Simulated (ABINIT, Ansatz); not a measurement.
# CrF6 (R-3): Bethe-Salpeter spectra with ABINIT, part 2 of 3

Wanted: excitons and ε₂ of CrF6 (R-3), with cost.

ABINIT 10.8.3 and Ansatz 0.2.0; PBEsol and many-body steps on it, plane waves. Known limits of the many-body steps: not at the basis limit; no spin polarisation; d states lean on the start; coarse k mesh; bindings not settled in the k mesh.

So far. Step 4 (Self-energy, 2×2×2 mesh, 70 bands, screening to 98 eV): The gap on the mesh goes from 1.94 eV to 4.96 eV, a correction of +3.02 eV. Step 5 (Excitons): The lowest state lies at 1.973 eV, 3.041 eV under the direct gap.

## (6) Triplet (no exchange term)

Level of this step: Bethe-Salpeter equation on PBEsol with a scissors shift, plane waves, norm-conserving pseudopotentials (ABINIT).

The input, run.abi:

```
acell 3*1.0 Angstrom
rprim 
  2.402403871812 1.387028522093 4.369215055800
  -2.402403871812 1.387028522093 4.369215055800
  0.000000000000 -2.774057044186 4.369215055800
ntypat 2
znucl 24 9
natom 7
typat 1 2 2 2 2 2 2
xred 
  0.000000000000 0.000000000000 0.000000000000
  0.368598720000 0.081843300000 0.779004130000
  0.081843300000 0.779004130000 0.368598720000
  0.220995870000 0.631401280000 0.918156700000
  0.918156700000 0.220995870000 0.631401280000
  0.631401280000 0.918156700000 0.220995870000
  0.779004130000 0.368598720000 0.081843300000
pp_dirpath "pseudos"
pseudos "Cr.upf, F.upf"
ecut 43
ngkpt 2 2 2
nshiftk 1
shiftk 0 0 0
kptopt 1
chksymbreak 0
istwfk *1
occopt 1
irdwfk 1
optdriver 99
bs_calctype 1
mbpt_sciss 3.022 eV
bs_loband 16
nband 31
bs_exchange_term 0
bs_coulomb_term 11
bs_coupling 0
bs_algorithm 1
bs_freq_mesh 0 9 0.05 eV
zcut 0.15 eV
ecuteps 3.6
ecutwfn 21.5
inclvkb 2
irdscr 1
indata_prefix "in"
outdata_prefix "out"
tmpdata_prefix "tmp"
```

On the command line:

```console
$ OMP_NUM_THREADS=1 mpirun -n 4 abinit run.abi > log
```

Numbers of over 12 decimals in the logs are rounded to 6 here.

The program printed:

```text
.Version 10.8.3 of ABINIT. v10.8.2 released Aug 2026.

 Symmetries : space group R-3 (#148); Bravais hR (rhombohedral)
[... echo of the input left out ...]
== DATASET  1 ==================================================================
-   mpi_nproc: 4, omp_nthreads: 1 (-1 if OMP is not activated)

--- !DatasetInfo
iteration_state: {dtset: 1, }
dimensions: {natom: 7, nkpt: 4, mband: 31, nsppol: 1, nspinor: 1, nspden: 1, mpw: 2813, }
cutoff_energies: {ecut:  21.5, pawecutdg:  -1.0, }
electrons: {nelect:   5.60000000E+01, charge:   0.00000000E+00, occopt:   1.00000000E+00, tsmear:   1.00000000E-02, }

 Exciton: Calculation of dielectric properties by solving the Bethe-Salpeter equation
 in frequency domain and reciprocal space on a transitions basis set.
 Based on a program developed by L. Reining, V. Olevano, F. Sottile,
 S. Albrecht, and G. Onida. Incorporated in ABINIT by M. Giantomassi.

.Using double precision arithmetic ; gwpc =  8

[... cell and pseudopotentials left out ...]
--------------------------------------------------------------------------------

 ==== K-mesh for the wavefunctions ====
 Number of points in the irreducible wedge :     4
[... list of points left out ...]
 Together with  6 symmetry operations and time-reversal symmetry
 yields     8 points in the full Brillouin Zone.

 ==== Q-mesh for the screening function ====
 Number of points in the irreducible wedge :     4
[... list of points left out ...]
 Together with  6 symmetry operations and time-reversal symmetry
 yields     8 points in the full Brillouin Zone.

 vcoul_init : cutoff-mode = AUXILIARY_FUNCTION
 q-points for optical limit:   1
     1)      0.000010    0.000020    0.000030
 setmesh: FFT mesh size selected  =    30x   30x   30
          total number of points  =        27000

[...]
average of density, n =  0.094909
 r_s =    1.3600
 omega_plasma =   29.7173 [eV]

. Writing resonant excitonic Hamiltonian on file out_BSR; file size=   0.00 [Gb].
 Direct diagonalization of the resonant excitonic Hamiltonian, Matrix size= 312
. Using LAPACK sequential version.
 Excitonic eigenvalues in eV up to n=   32
   1.72941   1.75250   1.82873   1.98065   1.99921   2.02840   2.04597   2.07287
   2.07802   2.37440   2.38838   2.43644   2.45338   2.46964   2.52432   2.57117
   2.61040   2.65304   2.68949   2.72630   2.72969   2.76587   2.78685   2.80706
   2.80999   2.81643   2.81772   3.80970   3.81505   3.81734   3.87743   3.88351

 First excitonic eigenvalue=    1.73 [eV]
 Last  excitonic eigenvalue=    7.67 [eV]

 GW  direct gap       5.01  0.00 [eV]
 EXC direct gap       1.73  0.00 [eV]
 EXC binding energy   3.28  0.00 [eV]

 Excitonic eigenvalues up to the GW energy gap [eV]
  1 (  1.73  0.00)
  2 (  1.75  0.00)
  3 (  1.83  0.00)
[...]
153 (  4.98  0.00)
154 (  5.00  0.00)

 Macroscopic dielectric function:
 omega [eV] <KS_RPA_nlf>  <GW_RPA_nlf>  <BSE>
   0.0000   4.8410   0.0000   2.8221   0.0000   5.0832   0.0000
   0.0500   4.8423   0.0082   2.8222   0.0008   5.0849   0.0102
   0.1000   4.8463   0.0164   2.8226   0.0017   5.0899   0.0205
[...]
0.4000   4.9289   0.0685   2.8309   0.0067   5.1933   0.0866
   0.4500   4.9529   0.0781   2.8332   0.0075   5.2236   0.0990

 Writing KS-RPA macroscopic dielectric function without local fields to file: out_RPA_NLF_MDF
 Writing GW-RPA macroscopic dielectric function without local fields to file: out_GW_NLF_MDF
 Writing EXC Macroscopic dielectric function to file: out_EXC_MDF

== END DATASET(S) ==============================================================
================================================================================

 -outvars: echo values of variables after computation  --------
           etotal      0.0000000000E+00
            nband          31
             nkpt           4
          spgroup         148
 [... the other variables as echoed above ...]

 Calculation completed.
```

Wall time 9.8 s (4 MPI ranks of Arm Neoverse V1, shared host); peak memory 0.49 GiB; 39 s of CPU time.

The lowest triplet lies at 1.729 eV; without spin-orbit coupling triplets are dark, so no spectrum is read.

## (7) Beyond Tamm-Dancoff

run.abi, as its differences from that of step 6:

```diff
@@ -33,5 +33,5 @@
 nband 31
-bs_exchange_term 0
+bs_exchange_term 1
 bs_coulomb_term 11
-bs_coupling 0
+bs_coupling 1
 bs_algorithm 1
```

The program printed:

```text
.Version 10.8.3 of ABINIT. v10.8.2 released Aug 2026.

 Symmetries : space group R-3 (#148); Bravais hR (rhombohedral)
[... echo of the input left out ...]
== DATASET  1 ==================================================================
-   mpi_nproc: 4, omp_nthreads: 1 (-1 if OMP is not activated)

--- !DatasetInfo
iteration_state: {dtset: 1, }
dimensions: {natom: 7, nkpt: 4, mband: 31, nsppol: 1, nspinor: 1, nspden: 1, mpw: 2813, }
cutoff_energies: {ecut:  21.5, pawecutdg:  -1.0, }
electrons: {nelect:   5.60000000E+01, charge:   0.00000000E+00, occopt:   1.00000000E+00, tsmear:   1.00000000E-02, }

 Exciton: Calculation of dielectric properties by solving the Bethe-Salpeter equation
 in frequency domain and reciprocal space on a transitions basis set.
 Based on a program developed by L. Reining, V. Olevano, F. Sottile,
 S. Albrecht, and G. Onida. Incorporated in ABINIT by M. Giantomassi.

.Using double precision arithmetic ; gwpc =  8

[... cell and pseudopotentials left out ...]
--------------------------------------------------------------------------------

 ==== K-mesh for the wavefunctions ====
 Number of points in the irreducible wedge :     4
[... list of points left out ...]
 Together with  6 symmetry operations and time-reversal symmetry
 yields     8 points in the full Brillouin Zone.

 ==== Q-mesh for the screening function ====
 Number of points in the irreducible wedge :     4
[... list of points left out ...]
 Together with  6 symmetry operations and time-reversal symmetry
 yields     8 points in the full Brillouin Zone.

 vcoul_init : cutoff-mode = AUXILIARY_FUNCTION
 q-points for optical limit:   1
     1)      0.000010    0.000020    0.000030
 setmesh: FFT mesh size selected  =    30x   30x   30
          total number of points  =        27000

[...]
q = (  0.000000  0.000000  1.192823) [r.l.u.]
 q = (  0.722545 -0.722545  0.000000) [r.l.u.]
 q = (  0.417162  0.417162 -0.834323) [r.l.u.]
 q = (  1.314082  1.314082  1.314082) [r.l.u.]
 Number of electrons calculated from density =   55.9488; Expected =   56.0000
 average of density, n =  0.094909
 r_s =    1.3600
 omega_plasma =   29.7173 [eV]

. Writing resonant excitonic Hamiltonian on file out_BSR; file size=   0.00 [Gb].
. Writing coupling excitonic Hamiltonian on file out_BSC; file size=   0.00 [Gb].
. Direct diagonalization of the full excitonic Hamiltonian, Matrix size= 624
. Using LAPACK sequential version to solve FHv = ev with H positive definite.
 First excitonic eigenvalue:    1.98 [eV].
 Last  excitonic eigenvalue:    8.26 [eV].

 GW  direct gap       5.01  0.00 [eV]
 EXC direct gap       1.98  0.00 [eV]
 EXC binding energy   3.04  0.00 [eV]

 Excitonic eigenvalues up to the GW energy gap [eV]
313 (  1.98  0.00)
314 (  2.05  0.00)
315 (  2.05  0.00)
[...]
464 (  5.01  0.00)
465 (  5.01  0.00)

 Macroscopic dielectric function:
 omega [eV] <KS_RPA_nlf>  <GW_RPA_nlf>  <BSE>
   0.0000   4.8410   0.0000   2.8221   0.0000   2.3187  -0.0000
   0.0500   4.8423   0.0082   2.8222   0.0008   2.3189   0.0010
   0.1000   4.8463   0.0164   2.8226   0.0017   2.3194   0.0020
[...]
0.4000   4.9289   0.0685   2.8309   0.0067   2.3294   0.0082
   0.4500   4.9529   0.0781   2.8332   0.0075   2.3323   0.0092

 Writing KS-RPA macroscopic dielectric function without local fields to file: out_RPA_NLF_MDF
 Writing GW-RPA macroscopic dielectric function without local fields to file: out_GW_NLF_MDF
 Writing EXC Macroscopic dielectric function to file: out_EXC_MDF

== END DATASET(S) ==============================================================
================================================================================

 -outvars: echo values of variables after computation  --------
           etotal      0.0000000000E+00
            nband          31
             nkpt           4
          spgroup         148
 [... the other variables as echoed above ...]

 Calculation completed.
```

The job ended after 15 s (4 MPI ranks; peak memory 0.49 GiB).

This step gave:

- direct gap of the transition levels: 5.014 eV
- transitions in the window: 312
- lowest state: 1.98 eV
- binding of the lowest state below the direct gap: 3.034 eV
- Coulomb term of one mesh cell: 1.364 eV

The lowest state lies at 1.980 eV, 3.034 eV under the direct gap.

## (8) Dielectric constant by perturbation theory

This step: Ansatz 0.2.0; DFT, PBEsol, linear response to an electric field, plane waves, PAW.

ε∞ sets how strongly the crystal screens. Perturbation theory gives it with local fields and without a sum over empty bands.

The input, input.yaml:

```yaml
crystal:
  lattice:
    - [2.4024038718, 1.3870285221, 4.3692150558]
    - [-2.4024038718, 1.3870285221, 4.3692150558]
    - [0.0, -2.7740570442, 4.3692150558]
  atoms:
    - { symbol: Cr, position: [0.0, 0.0, 0.0] }
    - { symbol: F, position: [0.36859872, 0.0818433, 0.77900413] }
    - { symbol: F, position: [0.0818433, 0.77900413, 0.36859872] }
    - { symbol: F, position: [0.22099587, 0.63140128, 0.9181567] }
    - { symbol: F, position: [0.9181567, 0.22099587, 0.63140128] }
    - { symbol: F, position: [0.63140128, 0.9181567, 0.22099587] }
    - { symbol: F, position: [0.77900413, 0.36859872, 0.0818433] }
kpoints:
  mp_grid: { grid: [6, 6, 6] }
hamiltonian:
  xc: pbesol
scf:
  occupations: { method: fixed }
dielectric: {}
```

On the command line:

```console
$ ansatz run input.yaml --threads 4 --pin off --max-ram 7372MiB --backend cpu --events-out ev --progress --plain --runs-dir out
```

The program printed:

```text
Engine: ansatz 0.2.0, aarch64-unknown-linux-gnu
Pseudopotentials: kind: paw
Pseudopotential: Cr, paw, valence charge 14, recommended cutoff 420 eV (normal), Cr.paw.azcp
Pseudopotential: F, paw, valence charge 7, recommended cutoff 420 eV (normal), F.paw.azcp
Functional definition: PBEsol
  exchange = pbesol_x
  correlation = pbesol_c
Crystal: 7 atoms, lattice volume = 87.355 Å³
[...]
site 3:
[...]
site 4:
[...]
site 5:
[...]
-0.27570   -0.47366   -0.73291
    site 6:
        -1.25096    0.00543    0.59371
         0.01841   -0.35241   -0.00590
         0.54805   -0.00193   -0.73291
  Z* charge neutrality: 9.406e-4 e pre-enforcement
  solved inside a basis spanned on kpoints, on 6×6×6 k-points, its susceptibility summed on 10×10×10: ε∞ is read to err by 7.8e-3, Z* by 1.7e-2 e (field_mesh: kpoints solves on kpoints); Z* is corrected for what the basis lacks
[key lines of the parts left out:]
SCF converged after 10 iterations
Free energy (F): -8149.380296 eV
Fermi energy:    -0.468279 eV
```

It took 67 s on 4 threads; peak memory 1.5 GiB; 4.3 min of CPU time.

The field response gives a mean ε∞ of 3.23, which the model screening below takes as its input.

## (9) Model screening

This step: ABINIT 10.8.3; Bethe-Salpeter equation on PBEsol with a scissors shift, plane waves, norm-conserving pseudopotentials.

run.abi, as its differences from that of step 7:

```diff
@@ -31,9 +31,9 @@
 mbpt_sciss 3.022 eV
-bs_loband 16
-nband 31
+bs_loband 11
+nband 33
 bs_exchange_term 1
-bs_coulomb_term 11
-bs_coupling 1
-bs_algorithm 1
-bs_freq_mesh 0 9 0.05 eV
+bs_coulomb_term 21
+bs_coupling 0
+bs_algorithm 2
+bs_freq_mesh 0 11 0.1 eV
 zcut 0.15 eV
@@ -42,3 +42,6 @@
 inclvkb 2
-irdscr 1
+mdf_epsinf 3.23
+irdden 1
+bs_haydock_niter 300
+bs_haydock_tol -0.02 0
 indata_prefix "in"
```

On the command line:

```console
$ OMP_NUM_THREADS=1 mpirun -n 4 abinit run.abi > log
```

The program printed:

```text
.Version 10.8.3 of ABINIT. v10.8.2 released Aug 2026.

 Symmetries : space group R-3 (#148); Bravais hR (rhombohedral)
[... echo of the input left out ...]
== DATASET  1 ==================================================================
-   mpi_nproc: 4, omp_nthreads: 1 (-1 if OMP is not activated)

--- !DatasetInfo
iteration_state: {dtset: 1, }
dimensions: {natom: 7, nkpt: 4, mband: 33, nsppol: 1, nspinor: 1, nspden: 1, mpw: 2813, }
cutoff_energies: {ecut:  21.5, pawecutdg:  -1.0, }
[...]
0.1000   5.7705   0.0170   3.4588   0.0019   2.8422   0.0014
   0.2000   5.7873   0.0343   3.4606   0.0037   2.8436   0.0028
[...]
0.8000   6.1577   0.1652   3.4983   0.0154   2.8726   0.0120
   0.9000   6.2757   0.1966   3.5092   0.0175   2.8812   0.0138

== END DATASET(S) ==============================================================
================================================================================

 -outvars: echo values of variables after computation  --------
           etotal      0.0000000000E+00
            nband          33
             nkpt           4
          spgroup         148
 [... the other variables as echoed above ...]

 Calculation completed.
```

Run time: 30 s. Hardware: 4 MPI ranks; peak memory 0.5 GiB.

This step gave:

```yaml
direct_gap_of_the_transition_levels: 5.014 eV
transitions_in_the_window: 720
coulomb_term_of_one_mesh_cell: 1.427 eV
```

## (10) Empty states on the mesh, 4×4×4 mesh, 47 bands

This step: DFT, PBEsol, plane waves, norm-conserving pseudopotentials.

run.abi, as its differences from that of step 9:

```diff
@@ -20,28 +20,15 @@
 ecut 43
-ngkpt 2 2 2
+ngkpt 4 4 4
 nshiftk 1
-shiftk 0 0 0
-kptopt 1
+shiftk 0.11 0.21 0.31
+kptopt 3
 chksymbreak 0
+iscf -2
+irdden 1
 istwfk *1
-occopt 1
-irdwfk 1
-optdriver 99
-bs_calctype 1
-mbpt_sciss 3.022 eV
-bs_loband 11
-nband 33
-bs_exchange_term 1
-bs_coulomb_term 21
-bs_coupling 0
-bs_algorithm 2
-bs_freq_mesh 0 11 0.1 eV
-zcut 0.15 eV
-ecuteps 3.6
-ecutwfn 21.5
-inclvkb 2
-mdf_epsinf 3.23
-irdden 1
-bs_haydock_niter 300
-bs_haydock_tol -0.02 0
+nband 47
+nbdbuf 4
+tolwfr 1e-09
+nstep 60
+prtvol 0
 indata_prefix "in"
```

The program printed:

```text
.Version 10.8.3 of ABINIT. v10.8.2 released Aug 2026.

 Symmetries : space group R-3 (#148); Bravais hR (rhombohedral)
[... echo of the input left out ...]
== DATASET  1 ==================================================================
-   mpi_nproc: 4, omp_nthreads: 1 (-1 if OMP is not activated)

--- !DatasetInfo
iteration_state: {dtset: 1, }
dimensions: {natom: 7, nkpt: 64, mband: 47, nsppol: 1, nspinor: 1, nspden: 1, mpw: 7979, }
cutoff_energies: {ecut:  43.0, pawecutdg:  -1.0, }
[...]
-0.10562   -0.10467   -0.10057   -0.10025   -0.02244   -0.01537   -0.01516    0.10632
   0.10645    0.29018    0.49750    0.53369    0.56249    0.56718    0.58290    0.58949
   0.59302    0.60735    0.61262    0.66936    0.68041    0.69287    0.70000
 prteigrs : prtvol=0 or 1, do not print more k-points.

== END DATASET(S) ==============================================================
================================================================================

 -outvars: echo values of variables after computation  --------
            nband          47
             nkpt          64
          spgroup         148
 [... the other variables as echoed above ...]

 Calculation completed.
```

Wall time 2.3 min (4 MPI ranks); peak memory 0.75 GiB; 9.1 min of CPU time.

This step gave:

* gap: 1.949 eV
* k of the valence top: -0.4725, 0.0525, -0.4225
* k of the conduction bottom: 0.0275, 0.0525, 0.0775
* least direct gap: 1.998 eV
* k points computed: 64
* lowest point of the top converged band, above the valence top: 19.23 eV

On this mesh the gap is 1.949 eV.

## (11) Denser, shifted k mesh (4×4×4)

This step: Bethe-Salpeter equation on PBEsol with a scissors shift, plane waves, norm-conserving pseudopotentials.

run.abi, as its differences from that of step 10:

```diff
@@ -25,10 +25,23 @@
 chksymbreak 0
-iscf -2
+istwfk *1
+occopt 1
+irdwfk 1
+optdriver 99
+bs_calctype 1
+mbpt_sciss 3.022 eV
+bs_loband 11
+nband 33
+bs_exchange_term 1
+bs_coulomb_term 21
+bs_coupling 0
+bs_algorithm 2
+bs_freq_mesh 0 11 0.1 eV
+zcut 0.15 eV
+ecuteps 3
+ecutwfn 21.5
+inclvkb 2
+mdf_epsinf 3.23
 irdden 1
-istwfk *1
-nband 47
-nbdbuf 4
-tolwfr 1e-09
-nstep 60
-prtvol 0
+bs_haydock_niter 300
+bs_haydock_tol -0.02 0
 indata_prefix "in"
```

The program printed:

```text
.Version 10.8.3 of ABINIT. v10.8.2 released Aug 2026.

 Symmetries : space group R-3 (#148); Bravais hR (rhombohedral)
[... echo of the input left out ...]
== DATASET  1 ==================================================================
-   mpi_nproc: 4, omp_nthreads: 1 (-1 if OMP is not activated)

--- !DatasetInfo
iteration_state: {dtset: 1, }
dimensions: {natom: 7, nkpt: 64, mband: 33, nsppol: 1, nspinor: 1, nspden: 1, mpw: 2822, }
cutoff_energies: {ecut:  21.5, pawecutdg:  -1.0, }
[...]
0.1000   5.0695   0.0130   3.1575   0.0015   2.5641   0.0010
   0.2000   5.0824   0.0263   3.1591   0.0031   2.5651   0.0020
[...]
0.8000   5.3645   0.1248   3.1901   0.0127   2.5855   0.0084
   0.9000   5.4536   0.1480   3.1991   0.0144   2.5915   0.0097

== END DATASET(S) ==============================================================
================================================================================

 -outvars: echo values of variables after computation  --------
           etotal      0.0000000000E+00
            nband          33
             nkpt          64
          spgroup         148
 [... the other variables as echoed above ...]

 Calculation completed.
```

It took 18 min on 4 MPI ranks; peak memory 3.1 GiB; 72 min of CPU time.

This step gave:

| Property | Result |
| --- | --- |
| direct gap of the transition levels | 5.020 eV |
| transitions in the window | 5760 |
| Coulomb term of one mesh cell | 0.7133 eV |

## (12) Empty states on the mesh, 4×4×4 mesh, 47 bands

This step: DFT, PBEsol, plane waves, norm-conserving pseudopotentials.

run.abi, as its differences from that of step 11:

```diff
@@ -25,23 +25,10 @@
 chksymbreak 0
+iscf -2
+irdden 1
 istwfk *1
-occopt 1
-irdwfk 1
-optdriver 99
-bs_calctype 1
-mbpt_sciss 3.022 eV
-bs_loband 11
-nband 33
-bs_exchange_term 1
-bs_coulomb_term 21
-bs_coupling 0
-bs_algorithm 2
-bs_freq_mesh 0 11 0.1 eV
-zcut 0.15 eV
-ecuteps 3
-ecutwfn 21.5
-inclvkb 2
-mdf_epsinf 3.23
-irdden 1
-bs_haydock_niter 300
-bs_haydock_tol -0.02 0
+nband 47
+nbdbuf 4
+tolwfr 1e-09
+nstep 60
+prtvol 0
 indata_prefix "in"
```

The program printed:

```text
.Version 10.8.3 of ABINIT. v10.8.2 released Aug 2026.

 Symmetries : space group R-3 (#148); Bravais hR (rhombohedral)
[... echo of the input left out ...]
== DATASET  1 ==================================================================
-   mpi_nproc: 4, omp_nthreads: 1 (-1 if OMP is not activated)

--- !DatasetInfo
iteration_state: {dtset: 1, }
dimensions: {natom: 7, nkpt: 64, mband: 47, nsppol: 1, nspinor: 1, nspden: 1, mpw: 7979, }
cutoff_energies: {ecut:  43.0, pawecutdg:  -1.0, }
[...]
-0.10562   -0.10467   -0.10057   -0.10025   -0.02244   -0.01537   -0.01516    0.10632
   0.10645    0.29018    0.49750    0.53369    0.56249    0.56718    0.58290    0.58949
   0.59302    0.60735    0.61262    0.66936    0.68041    0.69287    0.70000
 prteigrs : prtvol=0 or 1, do not print more k-points.

== END DATASET(S) ==============================================================
================================================================================

 -outvars: echo values of variables after computation  --------
            nband          47
             nkpt          64
          spgroup         148
 [... the other variables as echoed above ...]

 Calculation completed.
```

Elapsed: 2.3 min, on 4 MPI ranks; peak memory 0.75 GiB.

Numbers from this step:

```yaml
gap: 1.949 eV
k_of_the_valence_top: -0.4725, 0.0525, -0.4225
k_of_the_conduction_bottom: 0.0275, 0.0525, 0.0775
least_direct_gap: 1.998 eV
k_points_computed: 64
lowest_point_of_the_top_converged_band_above_the_valence_top: 19.23 eV
```

On this mesh the gap is 1.949 eV.

(Continued in part 3 of 3.)

[Paths, hosts, dates, memory and timing lines, banners, echoed tables and standing remarks are left out of the program output.]

[Logs are printed without paths, hosts, clocks, repeated set-up lines and the standing remarks that a program may print on its own settings, such as how far it seeks lower states.]

[Runs of the session that timed out or met a known fault of the program may be left out.]

[Hosts, paths, dates, database ids (printed as entryN), source tags and the programs' standing remarks are cut or masked in the printed files.]

[G0W0 gaps are taken among the corrected bands and points alone; a level outside them can change the order at an edge.]

[Where Ansatz stands beside ABINIT at settings called matched, ABINIT's density can come from a denser mesh and the files from another edition; pairs whose starting gaps differed by over 0.03 eV were left out, so agreement reads better than it is.]
